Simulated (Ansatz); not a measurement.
**Ge wire along [110], 16 atoms a period, H-terminated: bands by functional and under strain**

Aim: is the Ge wire along [110], 16 atoms a period, H-terminated a metal or a semiconductor?

Method: DFT PBE, plane waves, PAW; relaxation of a wire's period; PAW set soft_1, in the first sound run; inputs show where later runs differ, in Ansatz 0.2.0.

### Step 1. Starting point

The cell holds 28 atoms: 16 Ge and 12 H. Cell: a = 18.681 Å, b = 17.493 Å, c = 4.073 Å, α = 90.0°, β = 90.0°, γ = 90.0°. Vacuum lies along a and b. The structure's axis is c.

### Step 2. Relaxing the period

Band widths follow the bond lengths, so the wire is relaxed first. The atoms and the third cell vector are free; the box across stays fixed as vacuum. A Fermi-Dirac smearing is set since the result may be a metal. The pressure printed is a third of the stress's trace over the whole box, vacuum included; only the stress along the axis is relaxed.

Input file input.yaml:

```yaml
crystal:
  lattice:
    - [18.681, 0.0, 0.0]
    - [0.0, 17.493, 0.0]
    - [0.0, 0.0, 4.0729350596]
  atoms:
    - { symbol: Ge, position: [0.384383407, 0.383593563, 0.0] }
    - { symbol: H, position: [0.413254108, 0.805655945, 0.0] }
    - { symbol: Ge, position: [0.461467075, 0.267177423, 0.0] }
    - { symbol: Ge, position: [0.461467075, 0.500009703, 0.0] }
    - { symbol: Ge, position: [0.692718078, 0.383593563, 0.0] }
    - { symbol: H, position: [0.740931044, 0.310779599, 0.0] }
    - { symbol: Ge, position: [0.769801746, 0.500009703, 0.0] }
    - { symbol: H, position: [0.182003105, 0.500009703, 0.187268604] }
    - { symbol: H, position: [0.818014712, 0.500009703, 0.312731396] }
    - { symbol: Ge, position: [0.230216071, 0.500009703, 0.5] }
    - { symbol: H, position: [0.259086773, 0.310779599, 0.5] }
    - { symbol: H, position: [0.259086773, 0.689239806, 0.5] }
    - { symbol: Ge, position: [0.307299739, 0.383593563, 0.5] }
    - { symbol: Ge, position: [0.307299739, 0.616425842, 0.5] }
    - { symbol: Ge, position: [0.538550742, 0.267177423, 0.5] }
    - { symbol: Ge, position: [0.538550742, 0.732841982, 0.5] }
    - { symbol: Ge, position: [0.538550742, 0.500009703, 0.5] }
    - { symbol: H, position: [0.586763709, 0.19436346, 0.5] }
    - { symbol: H, position: [0.586763709, 0.805655945, 0.5] }
    - { symbol: Ge, position: [0.61563441, 0.383593563, 0.5] }
    - { symbol: Ge, position: [0.61563441, 0.616425842, 0.5] }
    - { symbol: H, position: [0.818014712, 0.500009703, 0.687268604] }
    - { symbol: H, position: [0.182003105, 0.500009703, 0.812731396] }
    - { symbol: Ge, position: [0.384383407, 0.616425842, 0.0] }
    - { symbol: H, position: [0.413254108, 0.19436346, 0.0] }
    - { symbol: Ge, position: [0.461467075, 0.732841982, 0.0] }
    - { symbol: Ge, position: [0.692718078, 0.616425842, 0.0] }
    - { symbol: H, position: [0.740931044, 0.689239806, 0.0] }
kpoints:
  mp_grid: { grid: [1, 1, 20] }
scf:
  occupations: { method: fermi_dirac, width: 0.05 }
hamiltonian:
  xc: pbe
  pseudopotentials: { kind: paw, azcp: { folder: soft_1 } }
relax:
  cell: { fix: [a, b, alpha, beta, gamma] }
  max_steps: 45
  f_tol: 0.03
```

Run with:

```sh
ansatz run input.yaml --threads 4 --pin off --max-ram 16384MiB --backend cpu --events-out ev --progress --plain --runs-dir out
```

Numbers of over 12 decimals in the logs are rounded to 6 here.

What it wrote:

```text
Engine: ansatz 0.2.0, aarch64-unknown-linux-gnu
Pseudopotentials: kind: paw
Pseudopotential: Ge, paw, valence charge 14, recommended cutoff 420 eV (normal), soft_1/Ge.paw.azcp
Pseudopotential: H, paw, valence charge 1, recommended cutoff 420 eV (normal), soft_1/H.paw.azcp
Functional definition: PBE
  parameter kappa = 0.804
  parameter beta = 0.066725
  exchange = pbe_x(kappa = kappa, mu = beta*pi^2/3)
  correlation = pbe_c(beta = beta)
Crystal: 28 atoms, lattice volume = 1330.981 Å³
Basis set: ecut = 420 eV, 25953 PW (Γ), exchange–correlation on 250×240×60 points (8 copies of the dense FFT grid, shifted against one another)
Bands: 146, of which v1, the nominal top of the filled ones, is band 118 counted from 1 (117 counted from 0)
Symmetry: 8 space group operations
Space group: Pmma (ITA 51), of the structure as read, at distance tolerance 1.1e-4 Å
k-points: 11 of 20
Non-local potential: Ge, projectors of the file, l = 0: 2, l = 1: 2, l = 2: 3, l = 3: 1
Non-local potential: H, projectors of the file, l = 0: 2, l = 1: 1
PAW form: soft (Blöchl's): semilocal exchange-correlation on the pseudo side does not see the compensation charge
PAW one-centre angular grid: Ge, 590 points (default); XC on 64 Gauss nodes
PAW one-centre angular grid: H, 110 points (default); XC on 64 Gauss nodes
Initial density: superposition of atomic densities (neutral atoms: chi_scale 0, normalization atom)
Initial wavefunctions: pseudopotential atomic-orbital guess
Functional: x = pbe(κ = 0.804, μ = 0.219515), c = pbe(β = 0.066725)
SCF iter   1: F=—  HF=-68910.160852 eV  |F-HF|=—  |Δ(HF+E_count)|=         —  Δρ=3.19e-2  dr2=1.15e1  ethr=3.10e-3  ⟨swp⟩=6.7  Hψ=6390  notcnv=0  defer=32
preconditioner: auto → Resta (q_TF=auto, 2.045 Å⁻¹)  ε∞=1.5  [insulator: Δε(μ)=1.389 eV  Ē_g=21.802 eV  σ=0.050 eV  W_gap=1.00  n_scr=196 (ndim 8)  ℏωp=15.6 eV  f_vac=0.587  D(μ)=0.00/eV (n_scr^D=0)  ε∞_Penn≈1.5  vacuum switching on, ρ_ref=3.4e-2 e/Å³]
SCF iter   2: F=—  HF=-68907.686057 eV  |F-HF|=—  |Δ(HF+E_count)|=    2.47e0  Δρ=1.39e-2  dr2=2.63e0  ethr=3.10e-3  ⟨swp⟩=3.0  Hψ=2299  notcnv=0  defer=215
SCF iter   3: F=—  HF=-68907.784699 eV  |F-HF|=—  |Δ(HF+E_count)|=   9.86e-2  Δρ=5.74e-3  dr2=3.94e0  ethr=1.12e-3  ⟨swp⟩=3.9  Hψ=3058  notcnv=0  defer=209
SCF iter   4: F=—  HF=-68907.110598 eV  |F-HF|=—  |Δ(HF+E_count)|=   6.74e-1  Δρ=1.61e-3  dr2=3.49e-2  ethr=1.12e-3  ⟨swp⟩=3.5  Hψ=2533  notcnv=0  defer=202
SCF iter   5: F=—  HF=-68907.113944 eV  |F-HF|=—  |Δ(HF+E_count)|=   3.35e-3  Δρ=6.48e-4  dr2=5.68e-3  ethr=1.48e-5  ⟨swp⟩=2.2  Hψ=2043  notcnv=0  defer=205
SCF iter   6: F=—  HF=-68907.114951 eV  |F-HF|=—  |Δ(HF+E_count)|=   1.01e-3  Δρ=2.31e-4  dr2=2.27e-3  ethr=2.41e-6  ⟨swp⟩=2.0  Hψ=1752  notcnv=0  defer=205
SCF iter   7: F=—  HF=-68907.114775 eV  |F-HF|=—  |Δ(HF+E_count)|=   1.76e-4  Δρ=8.51e-5  dr2=1.01e-4  ethr=9.61e-7  ⟨swp⟩=2.0  Hψ=1667  notcnv=0  defer=205
SCF iter   8: F=—  HF=-68907.114816 eV  |F-HF|=—  |Δ(HF+E_count)|=   4.16e-5  Δρ=2.97e-5  dr2=7.94e-6  ethr=4.26e-8  ⟨swp⟩=2.0  Hψ=2694  notcnv=0  defer=205
SCF iter   9: F=—  HF=-68907.114839 eV  |F-HF|=—  |Δ(HF+E_count)|=   2.31e-5  Δρ=1.02e-5  dr2=1.02e-6  ethr=3.37e-9  ⟨swp⟩=2.5  Hψ=2409  notcnv=0  defer=205
SCF iter  10: F=—  HF=-68907.114841 eV  |F-HF|=—  |Δ(HF+E_count)|=   1.40e-6  Δρ=2.53e-6  dr2=1.01e-7  ethr=4.31e-10  ⟨swp⟩=2.0  Hψ=2646  notcnv=0  defer=205
SCF iter  11: F=-68907.114841 eV  HF=-68907.114841 eV  |F-HF|=2.40e-9  |Δ(HF+E_count)|=   3.05e-8  Δρ=6.59e-7  dr2=4.00e-9  ethr=4.24e-11  ⟨swp⟩=4.0  Hψ=4596  notcnv=0
SCF 1 converged in 11 iterations: F = -68907.114841 eV  dr2 = 4.00e-9
  greatest PAW one-centre occupation: 0.998 electrons in one spin orbital (limit 2), on the Ge atom at site 9 (counted from 0), in its partial waves of l = 2
relax step   1: F+E_penalty+E_count = -68907.11484080 eV  Δ(F+E_penalty+E_count) = +0.000e0 eV  max|allowed force component| = 3.321e-1 eV/Å  Δτ_max = 0.0000 Å  P = -0.334 GPa  Ω = 1330.981 Å³  fix = [a, b, alpha, beta, gamma]  reactions: a -0.515, b -0.569 GPa  (11 SCF iters, dr2 threshold 1.00e-7 eV, accepted)
Crystal: 28 atoms, lattice volume = 1364.624 Å³
Basis set: ecut = 420 eV, 26513 PW (Γ), exchange–correlation on 250×240×60 points (8 copies of the dense FFT grid, shifted against one another)
Initial density: handed on by an earlier stage of this run
Initial wavefunctions: those handed on with the density
iter 1 solved again at ethr=2.21e-4 eV; its pass at ethr=3.10e-3 eV (dr2=5.21e-1 eV) is discarded
SCF iter   1: F=—  HF=-68907.211454 eV  |F-HF|=—  |Δ(HF+E_count)|=         —  Δρ=8.50e-3  dr2=5.25e-1  ethr=2.21e-4  ⟨swp⟩=3.9  Hψ=8286  notcnv=0  defer=1
preconditioner: auto → Resta (q_TF=auto, 2.036 Å⁻¹)  ε∞=1.5  [insulator: Δε(μ)=1.487 eV  Ē_g=21.845 eV  σ=0.050 eV  W_gap=1.00  n_scr=200 (ndim 8)  ℏωp=15.4 eV  f_vac=0.640  D(μ)=0.00/eV (n_scr^D=0)  ε∞_Penn≈1.5  vacuum switching on, ρ_ref=3.5e-2 e/Å³]
SCF iter   2: F=—  HF=-68907.164344 eV  |F-HF|=—  |Δ(HF+E_count)|=   4.71e-2  Δρ=3.80e-3  dr2=1.54e-1  ethr=2.21e-4  ⟨swp⟩=4.7  Hψ=2621  notcnv=0
SCF iter   3: F=—  HF=-68907.164001 eV  |F-HF|=—  |Δ(HF+E_count)|=   3.43e-4  Δρ=2.09e-3  dr2=1.07e-1  ethr=6.53e-5  ⟨swp⟩=4.1  Hψ=2533  notcnv=0  defer=35
SCF iter   4: F=—  HF=-68907.149477 eV  |F-HF|=—  |Δ(HF+E_count)|=   1.45e-2  Δρ=2.21e-4  dr2=1.48e-3  ethr=4.54e-5  ⟨swp⟩=2.9  Hψ=2034  notcnv=0  defer=203
SCF iter   5: F=—  HF=-68907.149556 eV  |F-HF|=—  |Δ(HF+E_count)|=   7.87e-5  Δρ=1.30e-4  dr2=9.02e-4  ethr=6.27e-7  ⟨swp⟩=3.1  Hψ=2932  notcnv=0  defer=203
SCF iter   6: F=—  HF=-68907.149447 eV  |F-HF|=—  |Δ(HF+E_count)|=   1.08e-4  Δρ=6.09e-5  dr2=7.35e-5  ethr=3.82e-7  ⟨swp⟩=2.0  Hψ=1636  notcnv=0  defer=203
SCF iter   7: F=—  HF=-68907.149443 eV  |F-HF|=—  |Δ(HF+E_count)|=   4.86e-6  Δρ=2.28e-5  dr2=8.71e-6  ethr=3.11e-8  ⟨swp⟩=2.4  Hψ=2573  notcnv=0  defer=205
SCF iter   8: F=-68907.149444 eV  HF=-68907.149444 eV  |F-HF|=3.36e-8  |Δ(HF+E_count)|=   1.45e-6  Δρ=4.83e-6  dr2=3.19e-7  ethr=1.19e-9  ⟨swp⟩=4.1  Hψ=4588  notcnv=0
SCF 2 converged in 8 iterations: F = -68907.149444 eV  dr2 = 3.19e-7
relax step   2: F+E_penalty+E_count = -68907.14944392 eV  Δ(F+E_penalty+E_count) = -3.460e-2 eV  max|allowed force component| = 2.923e-1 eV/Å  Δτ_max = 0.1525 Å  P = +0.018 GPa  Ω = 1364.624 Å³  energy of the carried Pulay correction = -4.660e-3 eV  fix = [a, b, alpha, beta, gamma]  reactions: a +0.130, b +0.182 GPa  (8 SCF iters, dr2 threshold 2.80e-6 eV, accepted)
Crystal: 28 atoms, lattice volume = 1348.063 Å³
[...]
Initial wavefunctions: pseudopotential atomic-orbital guess (no wavefunctions were taken with the density)
iter 1 solved again at ethr=1.84e-7 eV; its pass at ethr=3.10e-3 eV (dr2=4.34e-4 eV) is discarded
SCF iter   1: F=—  HF=-68907.237347 eV  |F-HF|=—  |Δ(HF+E_count)|=         —  Δρ=6.73e-5  dr2=1.57e-6  ethr=1.84e-7  ⟨swp⟩=3.6  Hψ=10835  notcnv=0
preconditioner: auto → Resta (q_TF=auto, 2.041 Å⁻¹)  ε∞=1.5  [insulator: Δε(μ)=1.506 eV  Ē_g=21.781 eV  σ=0.050 eV  W_gap=1.00  n_scr=200 (ndim 8)  ℏωp=15.5 eV  f_vac=0.630  D(μ)=0.00/eV (n_scr^D=0)  ε∞_Penn≈1.5  vacuum switching on, ρ_ref=3.4e-2 e/Å³]
SCF iter   2: F=—  HF=-68907.241541 eV  |F-HF|=—  |Δ(HF+E_count)|=   4.19e-3  Δρ=3.39e-5  dr2=4.78e-7  ethr=6.65e-10  ⟨swp⟩=3.2  Hψ=3348  notcnv=0
SCF iter   3: F=—  HF=-68907.243570 eV  |F-HF|=—  |Δ(HF+E_count)|=   2.03e-3  Δρ=7.24e-6  dr2=3.75e-7  ethr=2.03e-10  ⟨swp⟩=3.9  Hψ=3696  notcnv=0
SCF iter   4: F=—  HF=-68907.243741 eV  |F-HF|=—  |Δ(HF+E_count)|=   1.71e-4  Δρ=1.55e-6  dr2=4.59e-8  ethr=1.59e-10  ⟨swp⟩=2.5  Hψ=1942  notcnv=0
SCF iter   5: F=—  HF=-68907.243754 eV  |F-HF|=—  |Δ(HF+E_count)|=   1.31e-5  Δρ=5.04e-7  dr2=4.24e-9  ethr=1.95e-11  ⟨swp⟩=2.5  Hψ=1929  notcnv=0
SCF iter   6: F=—  HF=-68907.243756 eV  |F-HF|=—  |Δ(HF+E_count)|=   1.69e-6  Δρ=1.89e-7  dr2=2.62e-9  ethr=1.80e-12  ⟨swp⟩=2.8  Hψ=2156  notcnv=0
SCF iter   7: F=—  HF=-68907.243756 eV  |F-HF|=—  |Δ(HF+E_count)|=   2.08e-7  Δρ=8.80e-8  dr2=4.25e-10  ethr=1.11e-12  ⟨swp⟩=2.0  Hψ=1910  notcnv=0
SCF iter   8: F=-68907.243756 eV  HF=-68907.243756 eV  |F-HF|=3.32e-9  |Δ(HF+E_count)|=   5.76e-8  Δρ=3.34e-8  dr2=2.91e-11  ethr=1.00e-12  ⟨swp⟩=4.0  Hψ=3606  notcnv=0
SCF 5 converged in 8 iterations: F = -68907.243756 eV  dr2 = 2.91e-11
relax step   5: F+E_penalty+E_count = -68907.24375610 eV  Δ(F+E_penalty+E_count) = -2.326e-3 eV  max|allowed force component| = 1.170e-2 eV/Å  Δτ_max = 0.0000 Å  P = -0.010 GPa  Ω = 1346.264 Å³  fix = [a, b, alpha, beta, gamma]  reactions: a -0.011, b -0.007 GPa  stress off target by 1.02e-2 GPa on what of the cell is left free  SCF on the basis re-selected at this cell (its energy is not comparable with the rows above)  (8 SCF iters)
basis re-selected at this cell: Δ(F+E_penalty+E_count) = -2.326e-3 eV, ΔP = +0.002 GPa vs the last step (what re-selecting the basis moved, of the pressure what is left beyond the Pulay correction that the steps carried, after the strain that the cell walked since its last selection, with what the two solves' SCF thresholds leave and, on support functions, any second-order correction that the steps lacked; it is no m [...]
SCF converged after 8 iterations
Free energy (F): -68907.243756 eV
Harris-Foulkes:  -68907.243756 eV  (|F-HF|=3.32e-9)
Internal energy: -68907.243756 eV  (E = F + TS)
E sigma→0 (E₀):  -68907.243756 eV
Entropy (-TS):   -0.000000 eV (-0.000 meV/atom)
Fermi energy:    -0.557203 eV
--- Per-component energies (eV) ---
  E_band       = -4499.864466
  E_kinetic    = 1631.614536
  E_local      = -149037.529873  (includes V_loc(G=0)·N_el)
  E_nonlocal   = 3498.518463
  E_hartree    = 72632.421347
  E_xc         = -1242.612443
  E_vxc        = -1165.461593  (∫ρ·V_xc dr)
  E_paw        = -32231.078524  (= ΣΔE_a)
  E_vpaw       = -4691.836225  (= ΣTr[D̂ρ^β])
  E_aug_tail   = -0.010881  (compensation charges beyond the density's cutoff)
  E_ewald      = 35841.433619
  E_smearing   = -0.000000  (= −TS)
  E_closure    = -0.000000  (closes the sum)
  Σ components = -68907.243756   (vs F -68907.243756, Δ=0.00e0)
--- Forces (eV/Å), atoms counted from 1 ---
  atom   1  Ge     0.00098032    -0.00565461     0.00000000
  atom   2  H      0.00254475    -0.00145313     0.00000000
  atom   3  Ge    -0.00140283     0.00124789     0.00000000
  atom   4  Ge    -0.00424211     0.00000000     0.00000000
  atom   5  Ge     0.00214688    -0.00064495     0.00000000
  atom   6  H      0.00061365     0.00543608     0.00000000
  atom   7  Ge     0.00012174     0.00000000     0.00000000
  atom   8  H      0.00514464     0.00000000     0.01169538
  atom   9  H     -0.00514464     0.00000000    -0.01169538
  atom  10  Ge    -0.00012174     0.00000000     0.00000000
  atom  11  H     -0.00061365     0.00543608     0.00000000
  atom  12  H     -0.00061365    -0.00543608     0.00000000
  atom  13  Ge    -0.00214688    -0.00064495     0.00000000
  atom  14  Ge    -0.00214688     0.00064495     0.00000000
  atom  15  Ge     0.00140283     0.00124789     0.00000000
  atom  16  Ge     0.00140283    -0.00124789     0.00000000
  atom  17  Ge     0.00424211     0.00000000     0.00000000
  atom  18  H     -0.00254475     0.00145313     0.00000000
  atom  19  H     -0.00254475    -0.00145313     0.00000000
  atom  20  Ge    -0.00098032    -0.00565461     0.00000000
  atom  21  Ge    -0.00098032     0.00565461     0.00000000
  atom  22  H     -0.00514464     0.00000000     0.01169538
  atom  23  H      0.00514464    -0.00000000    -0.01169538
  atom  24  Ge     0.00098032     0.00565461     0.00000000
  atom  25  H      0.00254475     0.00145313     0.00000000
  atom  26  Ge    -0.00140283    -0.00124789     0.00000000
  atom  27  Ge     0.00214688     0.00064495     0.00000000
  atom  28  H      0.00061365    -0.00543608     0.00000000
  max |Σ_I F_I| component: 9.76e-19 eV/Å
--- Stress (GPa, compression-positive) ---
       -0.011137       0.000000       0.000000
        0.000000      -0.007217       0.000000
        0.000000       0.000000      -0.010247
  P = ⅓ Tr σ = -0.0095 GPa (-0.095 kbar)
--- Relaxed structure (4 steps of the walk, 4 accepted, 1 SCFs on fresh bases) ---
  F+E_penalty+E_count = -68907.24375610 eV   max|allowed force component| = 1.170e-2 eV/Å   (the final SCF, on the basis selected at the relaxed cell)
  cell:  # Å, volume = 1346.2636 Å³
    - [18.681, 0.0, 0.0]
    - [0.0, 17.493, 0.0]
    - [0.0, 0.0, 4.119701]
  atoms:
    - { symbol: Ge, position: [0.385358, 0.384309, -1.2359135923271807e-19] }
    - { symbol: H, position: [0.414627, 0.802191, -1.2359135923271807e-19] }
    - { symbol: Ge, position: [0.463121, 0.270237, -1.2359135923271807e-19] }
    - { symbol: Ge, position: [0.462034, 0.500010, -1.2359135923271807e-19] }
    - { symbol: Ge, position: [0.689403, 0.385964, -1.2359135923271807e-19] }
    - { symbol: H, position: [0.737099, 0.312935, -1.2359135923271807e-19] }
    - { symbol: Ge, position: [0.766113, 0.500010, -1.2359135923271807e-19] }
    - { symbol: H, position: [0.184059, 0.500010, 0.202158] }
    - { symbol: H, position: [0.815959, 0.500010, 0.297842] }
    - { symbol: Ge, position: [0.233905, 0.500010, 0.5] }
    - { symbol: H, position: [0.262919, 0.312935, 0.5] }
    - { symbol: H, position: [0.262919, 0.687084, 0.5] }
    - { symbol: Ge, position: [0.310614, 0.385964, 0.5] }
    - { symbol: Ge, position: [0.310614, 0.614056, 0.5] }
    - { symbol: Ge, position: [0.536897, 0.270237, 0.5] }
    - { symbol: Ge, position: [0.536897, 0.729782, 0.5] }
    - { symbol: Ge, position: [0.537984, 0.500010, 0.5] }
    - { symbol: H, position: [0.585391, 0.197828, 0.5] }
    - { symbol: H, position: [0.585391, 0.802191, 0.5] }
    - { symbol: Ge, position: [0.614660, 0.384309, 0.5] }
    - { symbol: Ge, position: [0.614660, 0.615711, 0.5] }
    - { symbol: H, position: [0.815959, 0.500010, 0.702158] }
    - { symbol: H, position: [0.184059, 0.500010, 0.797842] }
    - { symbol: Ge, position: [0.385358, 0.615711, -1.2359135923271807e-19] }
    - { symbol: H, position: [0.414627, 0.197828, -1.2359135923271807e-19] }
    - { symbol: Ge, position: [0.463121, 0.729782, -1.2359135923271807e-19] }
    - { symbol: Ge, position: [0.689403, 0.614056, -1.2359135923271807e-19] }
    - { symbol: H, position: [0.737099, 0.687084, -1.2359135923271807e-19] }
```

The job ended after 4.1 min (4 threads of Arm Neoverse V1, shared host; peak memory 4.8 GiB; 16 min of CPU time).

The steps of the relaxation:

```tsv
step	energy less that of the first step (eV)	largest force component (eV/Å)	pressure (GPa)	volume (Å³)
1	0.0000	0.3321	-0.33	1330.98
2	-0.0346	0.2923	0.02	1364.62
3	-0.1251	0.0472	-0.05	1348.06
4	-0.1266	0.0114	-0.01	1346.26
5*	-0.1289	0.0117	-0.01	1346.26
```

Relaxation steps marked * repeat the geometry before them on a plane-wave basis chosen anew for their cell, so energy and pressure can jump there.

The run keeps the 8 symmetry operations that it works with, so distortions that break them were not tested.

```tsv
cell as run	before	after	change
c (Å)	4.073	4.120	+1.1 %
```

The atoms that moved most (Å, along periodic axes as changes of fractional coordinates times the final cell, across vacuum about the mean position):

```tsv
atom	dx	dy	dz	length
H6	-0.072	0.038	0.000	0.081
H11	0.072	0.038	0.000	0.081
H28	-0.072	-0.038	0.000	0.081
H12	0.072	-0.038	0.000	0.081
Ge13	0.062	0.041	0.000	0.075
Ge5	-0.062	0.041	0.000	0.075
Ge14	0.062	-0.041	0.000	0.075
Ge27	-0.062	-0.041	0.000	0.075
```

Numbers from this step:

```yaml
cell_length_along_the_wire: 4.120 Å
```

The cell's length comes to 4.120 Å with spin left out.

[end of part 1 of 3]

[Logs are printed without paths, hosts, clocks, repeated set-up lines and the standing remarks that a program may print on its own settings, such as how far it seeks lower states.]

[Hosts, paths, dates, database ids (printed as entryN), source tags and the programs' standing remarks are cut or masked in the printed files.]
